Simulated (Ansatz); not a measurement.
# How fast states decay through YGa3N4, part 3 of 3

Wanted: the relaxed cell of YGa3N4, its band edges and its decay constants. It is built by putting Y for Al in the AlGa3N4 structure of space group P-43m, with the volume rescaled by atomic radii. The parent structure comes from the Materials Project.

Ansatz 0.2.0; r2SCAN DFT, plane waves, PAW files (the session's first sound run).

So far, gap on the k-mesh (eV): step 3 (the bulk crystal and its band edges) 1.75.

The structure was built from a prototype and need not be the compound's stable phase.

## (6) Band edges at another level, cutoff 420 eV

This step: LDA DFT, plane waves, PAW files (Ansatz 0.2.0).

The edges again with LDA, at the same atoms. Against that run the cutoff is 420 eV against 500.

input.yaml reads:

```yaml
crystal:
  lattice:
    - [4.6949617449, 0.0, 0.0]
    - [0.0, 4.6949617449, 0.0]
    - [0.0, 0.0, 4.6949617449]
  atoms:
    - { symbol: "Y", position: [0.0, 0.0, 0.0] }
    - { symbol: Ga, position: [0.5, 0.5, 0.0] }
    - { symbol: Ga, position: [0.5, 0.0, 0.5] }
    - { symbol: Ga, position: [0.0, 0.5, 0.5] }
    - { symbol: "N", position: [0.7308437566, 0.7308437566, 0.2691562434] }
    - { symbol: "N", position: [0.7308437566, 0.2691562434, 0.7308437566] }
    - { symbol: "N", position: [0.2691562434, 0.7308437566, 0.7308437566] }
    - { symbol: "N", position: [0.2691562434, 0.2691562434, 0.2691562434] }
kpoints:
  mp_grid: { grid: [6, 6, 6] }
  band_path: { path: [VBM, CBM], npoints: 30 }
scf:
  occupations: { method: fixed }
hamiltonian:
  xc: lda
output:
  eigenvalues: true
```

The run is started by

```console
$ ansatz run input.yaml --threads 2 --pin off --max-ram 4096MiB --backend cpu --events-out ev --progress --plain --runs-dir out
```

Numbers of over 12 decimals in the logs are rounded to 6 here.

What it wrote:

```text
[...]
Crystal: 8 atoms, lattice volume = 103.489 Å³
Basis set: ecut = 420 eV, 2007 PW (Γ)
Bands: 43, of which v1, the nominal top of the filled ones, is band 35 counted from 1 (34 counted from 0)
Symmetry: 24 space group operations
[...]
k-points: 20 of 216 (time reversal used)
[...]
SCF iter   1: F=—  HF=-16367.594142 eV  |F-HF|=—  |Δ(HF+E_count)|=         —  Δρ=1.29e-2  dr2=1.72e-1  ethr=1.77e-3  ⟨swp⟩=5.0  Hψ=2895  notcnv=0  defer=107
[...]
SCF iter   7: F=-16367.545378 eV  HF=-16367.545378 eV  |F-HF|=5.33e-8  |Δ(HF+E_count)|=   8.20e-8  Δρ=9.07e-6  dr2=5.92e-8  ethr=1.43e-10  ⟨swp⟩=8.0  Hψ=3441  notcnv=0
SCF 1 converged in 7 iterations: F = -16367.545378 eV  dr2 = 5.92e-8
[...]
SCF converged after 7 iterations
Free energy (F): -16367.545378 eV
[...]
Internal energy: -16367.545378 eV  (E = F + TS)
E sigma→0 (E₀):  -16367.545378 eV
Fermi energy:    9.021854 eV
[...]
--- Band table (eV; the first three rows and the last of 20) ---
  k-point 0: bands = [... 31 lower, 7.4237, 8.5283, 8.5283, 8.5283, 10.3638, 12.1594, 12.1594, 12.1594, ... 4 higher]
  k-point 1: bands = [... 31 lower, 7.4653, 8.2177, 8.5542, 8.5542, 11.1197, 12.2860, 12.5445, 12.5445, ... 4 higher]
  k-point 2: bands = [... 31 lower, 7.2303, 8.1335, 8.8423, 8.8423, 12.3063, 12.7624, 13.3412, 13.3412, ... 4 higher]
  k-point 19: bands = [... 31 lower, 8.1181, 8.5452, 8.5452, 8.5452, 12.7411, 12.7411, 12.7411, 14.3022, ... 4 higher]
```

Elapsed: 6.1 s, on 2 threads of AMD EPYC 9R45, shared host; peak memory 0.44 GiB; 12 s of CPU time.

This step gave:

* free energy: -16367.5454 eV
* Fermi energy: 9.022 eV
* gap on the k-mesh: 1.342 eV
* gap on path: 1.342 eV, by band count; negative where bands overlap
* direct gap on path: 1.836 eV

Electronic bands along the path, in eV, zero at the Fermi level (highest filled level under fixed occupations); v1 is the highest filled band, c1 the lowest empty one:

| point | v4 | v3 | v2 | v1 | c1 | c2 | c3 | c4 |
| --- | --- | --- | --- | --- | --- | --- | --- | --- |
| VBM | -1.96 | -0.91 | 0.00 | 0.00 | 3.88 | 4.16 | 4.77 | 4.77 |
| halfway | -1.65 | -0.87 | -0.34 | -0.34 | 2.71 | 3.46 | 3.91 | 3.91 |
| CBM | -1.60 | -0.49 | -0.49 | -0.49 | 1.34 | 3.14 | 3.14 | 3.14 |

The searched edges give 1.34 eV, as on the mesh.

For the gap on the k-mesh, step 3 gave 1.75 eV; this run, with LDA and cutoff 420 eV, gives 1.34 eV.

## (7) Complex bands at another level, cutoff 420 eV

This step: LDA DFT, plane waves, PAW files; complex bands by layer matching along the plane's normal (Ansatz 0.2.0).

The complex bands at that level, over its own gap, at (0, 0) and (0, -0.5).

input.yaml reads:

```yaml
crystal:
  lattice:
    - [4.694961745, 0.0, 0.0]
    - [0.0, 6.639678574, 0.0]
    - [0.0, 3.319839287, 3.319839287]
  atoms:
    - { symbol: "Y", position: [0.0, 0.0, 0.0] }
    - { symbol: Ga, position: [0.0, 0.5, 0.0] }
    - { symbol: Ga, position: [0.5, 0.0, 0.5] }
    - { symbol: Ga, position: [0.5, 0.5, 0.5] }
    - { symbol: "N", position: [0.2691562434, 0.2691562434, 0.4616875132] }
    - { symbol: "N", position: [0.7308437566, 0.7308437566, 0.0] }
    - { symbol: "N", position: [0.7308437566, 0.2691562434, 0.0] }
    - { symbol: "N", position: [0.2691562434, 0.7308437566, 0.5383124868] }
kpoints:
  mp_grid: { grid: [8, 8, 8] }
scf:
  occupations: { method: fixed }
hamiltonian:
  xc: lda
output:
  eigenvalues: true
  transmission:
    leads: [[0, 0]]
    kpoints: [[0.0, 0.0], [0.0, -0.5]]
    e_range: [-1.0, 2.34]
    de: 0.07
```

What it wrote:

```text
[...]
Crystal: 8 atoms, lattice volume = 103.489 Å³
Basis set: ecut = 420 eV, 2007 PW (Γ)
Bands: 43, of which v1, the nominal top of the filled ones, is band 35 counted from 1 (34 counted from 0)
Symmetry: 24 space group operations
[...]
k-points: 35 of 512 (time reversal used)
[...]
SCF iter   1: F=—  HF=-16367.594460 eV  |F-HF|=—  |Δ(HF+E_count)|=         —  Δρ=1.29e-2  dr2=1.72e-1  ethr=1.77e-3  ⟨swp⟩=5.0  Hψ=5213  notcnv=0  defer=180
[...]
SCF iter   7: F=-16367.545626 eV  HF=-16367.545626 eV  |F-HF|=7.07e-8  |Δ(HF+E_count)|=   2.67e-7  Δρ=1.02e-5  dr2=7.40e-8  ethr=1.43e-10  ⟨swp⟩=8.2  Hψ=6068  notcnv=0
SCF 1 converged in 7 iterations: F = -16367.545626 eV  dr2 = 7.40e-8
[...]
transmission: 5 of 10 steps passed
transmission: 10 of 10 steps passed
SCF converged after 7 iterations
Free energy (F): -16367.545626 eV
[...]
Internal energy: -16367.545626 eV  (E = F + TS)
E sigma→0 (E₀):  -16367.545626 eV
Fermi energy:    9.021815 eV
[...]
--- Band table (eV; the first three rows and the last of 35) ---
  k-point 0: bands = [... 31 lower, 7.4237, 8.5283, 8.5283, 8.5283, 10.3638, 12.1594, 12.1594, 12.1594, ... 4 higher]
  k-point 1: bands = [... 31 lower, 7.6302, 8.2902, 8.5263, 8.5596, 11.1174, 12.4281, 12.4715, 12.5598, ... 4 higher]
  k-point 2: bands = [... 31 lower, 7.8029, 8.5487, 8.6040, 8.6745, 12.1472, 13.1672, 13.2574, 13.3315, ... 4 higher]
  k-point 34: bands = [... 31 lower, 8.1181, 8.5451, 8.5451, 8.5451, 12.7411, 12.7411, 12.7411, 14.3021, ... 4 higher]
--- Transmission ---
  basis      : 277 plane waves across, 5 finite elements along
  points     : 2, as listed
[...]
crystal 0  : N4Y1Ga3, at the sites [0, 0], period 3.3198 Å: whole cells are its period
[...]
channels       : 0.000000e0 a spin
[...]
slowest decay  : 0.1411 /Å at (0.0000, 0.0000)
```

Elapsed: 27 s, on 2 threads; peak memory 1 GiB; 53 s of CPU time.

This step gave:

```yaml
free_energy: -16367.5456 eV
level_to_which_the_leads_are_filled: 0.6710 eV from the Fermi level
decay_constant_at_the_filling_level_zone_centre: 0.1411 Å⁻¹
decay_constant_at_the_filling_level_slowest_listed_point: 0.1411 Å⁻¹
```

K parallel (0, 0); values up to 1.5 1/Å, a degenerate pair printed once or twice; energies at which all values exceed this have no row. Im kz of the slowest decaying states against energy, zero at the highest filled level on the SCF mesh:

| energy (eV) | decay 1 (Å⁻¹) | decay 2 (Å⁻¹) | decay 3 (Å⁻¹) | decay 4 (Å⁻¹) |
| --- | --- | --- | --- | --- |
| -1.00 | 0.147 | 0.150 | 0.163 | 0.242 |
| -0.86 | 0.0849 | 0.111 | 0.179 | 0.241 |
| -0.65 | 0.205 | 0.208 | 0.419 | 0.464 |
| -0.51 | 0.0556 | 0.187 | 0.220 | 0.448 |
| -0.37 | 0.0844 | 0.130 | 0.224 | 0.230 |
| -0.16 | 0.122 | 0.174 | 0.192 | 0.259 |
| -0.02 | 0.135 | 0.297 | 0.304 | 0.370 |
| 0.12 | 0.143 | 0.338 | 0.360 | 0.377 |
| 0.33 | 0.148 | 0.357 | 0.374 | 0.384 |
| 0.47 | 0.148 | 0.348 | 0.387 | 0.393 |
| 0.68 | 0.141 | 0.346 | 0.389 | 0.413 |
| 0.82 | 0.132 | 0.348 | 0.388 | 0.423 |
| 0.96 | 0.119 | 0.349 | 0.387 | 0.432 |
| 1.17 | 0.0860 | 0.351 | 0.383 | 0.442 |
| 1.31 | 0.0388 | 0.352 | 0.379 | 0.447 |
| 1.45 | 0.353 | 0.374 | 0.451 | 0.525 |
| 1.66 | 0.353 | 0.363 | 0.456 | 0.501 |
| 1.80 | 0.353 | 0.355 | 0.458 | 0.484 |
| 1.94 | 0.344 | 0.352 | 0.460 | 0.467 |
| 2.15 | 0.311 | 0.338 | 0.350 | 0.437 |
| 2.29 | 0.286 | 0.331 | 0.348 | 0.416 |

K parallel (0, 0). Table of Re kz of states that move upwards by energy, zero at the highest filled level on the SCF mesh:

| energy (eV) | channel 1 (Å⁻¹) | channel 2 (Å⁻¹) | channel 3 (Å⁻¹) | channel 4 (Å⁻¹) |
| --- | --- | --- | --- | --- |
| -1.00 | - | - | - | - |
| -0.79 | -0.878 | - | - | - |
| -0.51 | -0.647 | -0.0325 | 0.446 | - |
| -0.30 | 0.552 | 0.633 | - | - |
| -0.09 | - | - | - | - |
| -0.02 | - | - | - | - |
| 0.19 | - | - | - | - |
| 0.40 | - | - | - | - |
| 0.68 | - | - | - | - |
| 0.89 | - | - | - | - |
| 1.10 | - | - | - | - |
| 1.38 | 0.0433 | - | - | - |
| 1.59 | 0.118 | - | - | - |
| 1.80 | 0.170 | - | - | - |
| 2.08 | 0.233 | - | - | - |
| 2.29 | 0.280 | - | - | - |

K parallel (0, -0.5); values up to 1.5 1/Å, a degenerate pair printed once or twice; energies at which all values exceed this have no row. Table of Im kz of the slowest decaying states by energy, zero at the highest filled level on the SCF mesh:

| energy (eV) | decay 1 (Å⁻¹) | decay 2 (Å⁻¹) | decay 3 (Å⁻¹) | decay 4 (Å⁻¹) |
| --- | --- | --- | --- | --- |
| -1.00 | 0.129 | 0.154 | 0.342 | 0.637 |
| -0.79 | 0.159 | 0.342 | 0.561 | 0.745 |
| -0.51 | 0.106 | 0.282 | 0.468 | 0.794 |
| -0.30 | 0.242 | 0.485 | 0.822 | 1.24 |
| -0.09 | 0.236 | 0.499 | 0.847 | 1.20 |
| -0.02 | 0.239 | 0.503 | 0.856 | 1.18 |
| 0.19 | 0.235 | 0.248 | 0.513 | 0.885 |
| 0.40 | 0.256 | 0.326 | 0.520 | 0.935 |
| 0.68 | 0.263 | 0.409 | 0.523 | 0.968 |
| 0.89 | 0.265 | 0.463 | 0.519 | 0.946 |
| 1.10 | 0.265 | 0.498 | 0.529 | 0.92 |
| 1.38 | 0.261 | 0.465 | 0.622 | 0.872 |
| 1.59 | 0.256 | 0.452 | 0.698 | 0.810 |
| 1.80 | 0.248 | 0.441 | 0.686 | 0.739 |
| 2.08 | 0.232 | 0.427 | 0.658 | 0.737 |
| 2.29 | 0.216 | 0.416 | 0.636 | 0.748 |

At the listed wavevectors the last open channel is at -0.02 eV and the next at +1.38 eV on the grid. At +0.68 eV, the grid energy nearest the filling level (the middle of the gap on the SCF mesh), the slowest state at the listed wavevectors decays with κ = 0.141 Å⁻¹, its amplitude falling by e over 7.1 Å; the first such run, plane (110), gave 0.161 Å⁻¹.

## (8) A check of the settings

This step: r2SCAN DFT, plane waves, PAW files; complex bands by layer matching along the plane's normal; changed: hamiltonian.hubbard = {"sites": [{"species": "Y", "l": "d", "u_eff": 3.0}], "double_counting": "fll"}, kpoints.mp_grid.grid = [10, 10, 10], scf.initial_density.chi_scale = 0.0 (Ansatz 0.2.0).

This run repeats an earlier one, its twin (the complex run, plane (110)), with four settings changed (kpoints.mp_grid.grid, scf.initial_density.chi_scale, hamiltonian.hubbard.sites, hamiltonian.hubbard.double_counting; files written aside). It is meant to test how the run responds to these settings. Where the input is shown as a difference, that is against the step before, not the twin.

input.yaml, as its differences from that of step 7:

```diff
@@ -15,7 +15,9 @@
 kpoints:
-  mp_grid: { grid: [8, 8, 8] }
+  mp_grid: { grid: [10, 10, 10] }
 scf:
   occupations: { method: fixed }
+  initial_density: { chi_scale: 0.0 }
 hamiltonian:
-  xc: lda
+  xc: r2scan
+  hubbard: { sites: [{ species: "Y", l: d, u_eff: 3.0 }], double_counting: fll }
 output:
@@ -25,3 +27,3 @@
     kpoints: [[0.0, 0.0], [0.0, -0.5]]
-    e_range: [-1.0, 2.34]
+    e_range: [-1.0, 2.75]
     de: 0.07
```

What it wrote:

```text
Y: projections on atomic orbitals take those of the free atom [Ar 3d10] 4s2 4p6 4d1 5s2, of charge +0.00 (hamiltonian.pseudopotentials.projection_atoms); the dataset's partial waves leave at most 3.7e-6 of an orbital's norm unspanned inside its sphere
Ga: projections on atomic orbitals take those of the free atom [Ar] 3d10 4s2 4p1, of charge +0.00 (hamiltonian.pseudopotentials.projection_atoms); the dataset's partial waves leave at most 1.1e-6 of an orbital's norm unspanned inside its sphere
N: projections on atomic orbitals take those of the free atom [He] 2s2 2p3, of charge +0.00 (hamiltonian.pseudopotentials.projection_atoms); the dataset's partial waves leave at most 9.3e-9 of an orbital's norm unspanned inside its sphere
[...]
Crystal: 8 atoms, lattice volume = 103.489 Å³
Basis set: ecut = 500 eV, 2601 PW (Γ), exchange–correlation on 144×200×144 points (64 copies of the dense FFT grid, shifted against one another)
Bands: 43, of which v1, the nominal top of the filled ones, is band 35 counted from 1 (34 counted from 0)
Symmetry: 24 space group operations
[...]
k-points: 56 of 1000 (time reversal used)
[...]
SCF iter   1: F=—  HF=-16781.602729 eV  |F-HF|=—  |Δ(HF+E_count)|=         —  Δρ=1.59e-1  dr2=3.26e1  dr2_τ=2.81e0  ethr=3.10e-3  ⟨swp⟩=5.0  Hψ=7141  notcnv=0  defer=303
[...]
SCF iter   9: F=-16773.694449 eV  HF=-16773.694449 eV  |F-HF|=2.62e-9  |Δ(HF+E_count)|=   9.87e-8  Δρ=3.18e-6  dr2=1.03e-8  dr2_τ=3.12e-10  ethr=1.43e-10  ⟨swp⟩=9.7  Hψ=8117  notcnv=0
SCF 1 converged in 9 iterations: F = -16773.694449 eV  dr2 = 1.03e-8
[...]
transmission: 5 of 10 steps passed
transmission: 10 of 10 steps passed
SCF converged after 9 iterations
Free energy (F): -16773.694449 eV
[...]
Internal energy: -16773.694449 eV  (E = F + TS)
E sigma→0 (E₀):  -16773.694449 eV
Fermi energy:    9.221346 eV
[...]
--- Band table (eV; the first three rows and the last of 56) ---
  k-point 0: bands = [... 31 lower, 7.6491, 8.8297, 8.8297, 8.8297, 10.9180, 12.9096, 12.9096, 12.9096, ... 4 higher]
  k-point 1: bands = [... 31 lower, 7.7831, 8.5834, 8.8206, 8.8416, 11.4779, 13.1024, 13.1230, 13.2082, ... 4 higher]
  k-point 2: bands = [... 31 lower, 7.9688, 8.6439, 8.8480, 8.8865, 12.4047, 13.6315, 13.7335, 13.8672, ... 4 higher]
  k-point 55: bands = [... 31 lower, 8.3384, 8.7707, 8.7707, 8.7707, 13.4829, 13.4829, 13.4829, 15.8514, ... 4 higher]
Occupation matrices written to <dir>
--- Transmission ---
  basis      : 325 plane waves across, 5 finite elements along
  points     : 2, as listed
[...]
crystal 0  : N4Y1Ga3, at the sites [0, 0], period 3.3198 Å: whole cells are its period
[...]
channels       : 0.000000e0 a spin
[...]
slowest decay  : 0.1562 /Å at (0.0000, 0.0000)
```

Wall time 62 s (2 threads); peak memory 1.7 GiB.

This step gave:

```yaml
free_energy: -16773.6944 eV
fermi_energy: 9.221 eV
gap_on_the_k_mesh: 1.697 eV
level_to_which_the_leads_are_filled: 0.8483 eV from the Fermi level
decay_constant_at_the_filling_level_zone_centre: 0.1562 Å⁻¹
decay_constant_at_the_filling_level_slowest_listed_point: 0.1562 Å⁻¹
```

K parallel (0, 0); values up to 1.5 1/Å, a degenerate pair printed once or twice; energies at which all values exceed this have no row. Table of Im kz of the slowest decaying states by energy, zero at the highest filled level on the SCF mesh:

| energy (eV) | decay 1 (Å⁻¹) | decay 2 (Å⁻¹) | decay 3 (Å⁻¹) | decay 4 (Å⁻¹) |
| --- | --- | --- | --- | --- |
| -1.00 | 0.116 | 0.173 | 0.183 | 0.270 |
| -0.79 | 0.0172 | 0.122 | 0.176 | 0.274 |
| -0.65 | 0.199 | 0.261 | 0.436 | 0.510 |
| -0.44 | 0.161 | 0.219 | 0.403 | 0.488 |
| -0.23 | 0.0968 | 0.196 | 0.234 | 0.265 |
| -0.09 | 0.122 | 0.271 | 0.301 | 0.314 |
| -0.02 | 0.131 | 0.321 | 0.325 | 0.333 |
| 0.12 | 0.144 | 0.365 | 0.368 | 0.388 |
| 0.33 | 0.155 | 0.337 | 0.408 | 0.408 |
| 0.47 | 0.159 | 0.337 | 0.412 | 0.429 |
| 0.68 | 0.159 | 0.341 | 0.415 | 0.452 |
| 0.82 | 0.156 | 0.345 | 0.416 | 0.462 |
| 1.03 | 0.147 | 0.349 | 0.416 | 0.475 |
| 1.24 | 0.130 | 0.353 | 0.414 | 0.484 |
| 1.38 | 0.113 | 0.356 | 0.411 | 0.489 |
| 1.59 | 0.0696 | 0.358 | 0.405 | 0.495 |
| 1.80 | 0.359 | 0.397 | 0.500 | 0.571 |
| 1.94 | 0.360 | 0.391 | 0.502 | 0.558 |
| 2.15 | 0.359 | 0.378 | 0.505 | 0.537 |
| 2.36 | 0.358 | 0.363 | 0.506 | 0.515 |
| 2.50 | 0.351 | 0.357 | 0.463 | 0.507 |
| 2.71 | 0.308 | 0.348 | 0.354 | 0.410 |

K parallel (0, -0.5); values up to 1.5 1/Å, a degenerate pair printed once or twice; energies at which all values exceed this have no row. The Im kz of the slowest decaying states by energy, zero at the highest filled level on the SCF mesh:

| energy (eV) | decay 1 (Å⁻¹) | decay 2 (Å⁻¹) | decay 3 (Å⁻¹) | decay 4 (Å⁻¹) |
| --- | --- | --- | --- | --- |
| -1.00 | 0.126 | 0.160 | 0.383 | 0.531 |
| -0.79 | 0.163 | 0.375 | 0.413 | 0.483 |
| -0.65 | 0.163 | 0.328 | 0.465 | 0.745 |
| -0.44 | 0.0537 | 0.0984 | 0.281 | 0.482 |
| -0.23 | 0.242 | 0.498 | 0.749 | 0.829 |
| -0.09 | 0.241 | 0.508 | 0.750 | 0.837 |
| -0.02 | 0.244 | 0.512 | 0.750 | 0.841 |
| 0.12 | 0.194 | 0.205 | 0.251 | 0.520 |
| 0.33 | 0.261 | 0.313 | 0.530 | 0.749 |
| 0.47 | 0.267 | 0.362 | 0.535 | 0.749 |
| 0.68 | 0.274 | 0.421 | 0.539 | 0.748 |
| 0.82 | 0.277 | 0.453 | 0.541 | 0.747 |
| 1.03 | 0.280 | 0.498 | 0.539 | 0.746 |
| 1.24 | 0.281 | 0.528 | 0.546 | 0.744 |
| 1.38 | 0.281 | 0.512 | 0.583 | 0.743 |
| 1.59 | 0.279 | 0.494 | 0.628 | 0.741 |
| 1.80 | 0.275 | 0.483 | 0.662 | 0.738 |
| 1.94 | 0.271 | 0.476 | 0.680 | 0.737 |
| 2.15 | 0.263 | 0.467 | 0.700 | 0.734 |
| 2.36 | 0.253 | 0.457 | 0.710 | 0.732 |
| 2.50 | 0.245 | 0.450 | 0.712 | 0.730 |
| 2.71 | 0.230 | 0.439 | 0.712 | 0.728 |

The least decay constant is 0.156 Å⁻¹ against 0.161 Å⁻¹ in the twin: a change of -3 %, at 1.3 times the CPU time.

## (9) Summary of results

- band gap: 1.75 eV
- least decay constant at mid-gap, normal to (110): 0.161 Å⁻¹
- least decay constant at mid-gap, normal to (111): 0.159 Å⁻¹
- least decay constant, LDA: 0.141 Å⁻¹

**Reading.** With r2SCAN, the slowest decay at the wavevectors tried is κ = 0.159 Å⁻¹, normal to (111). Through such a film the transmission near mid-gap falls as exp(−2κd), a factor of ten every 7.2 Å. The directions tried decay at nearly the same rate. A free electron under a barrier of half the gap would need a mass of 0.11 mₑ to decay at this rate. With LDA the gap goes from 1.75 to 1.34 eV and the decay constant, over the first 2 listed wavevectors, from 0.161 to 0.141 Å⁻¹. The compound is made up by substitution; its stability against other phases and against distortions of the cell's symmetry was not tested. r2SCAN still narrows gaps, if less than LDA and GGA do, so real decay constants are likely larger.

[Logs are printed without paths, hosts, clocks, repeated set-up lines and the standing remarks that a program may print on its own settings, such as how far it seeks lower states.]

[Hosts, paths, dates, database ids (printed as entryN), source tags and the programs' standing remarks are cut or masked in the printed files.]
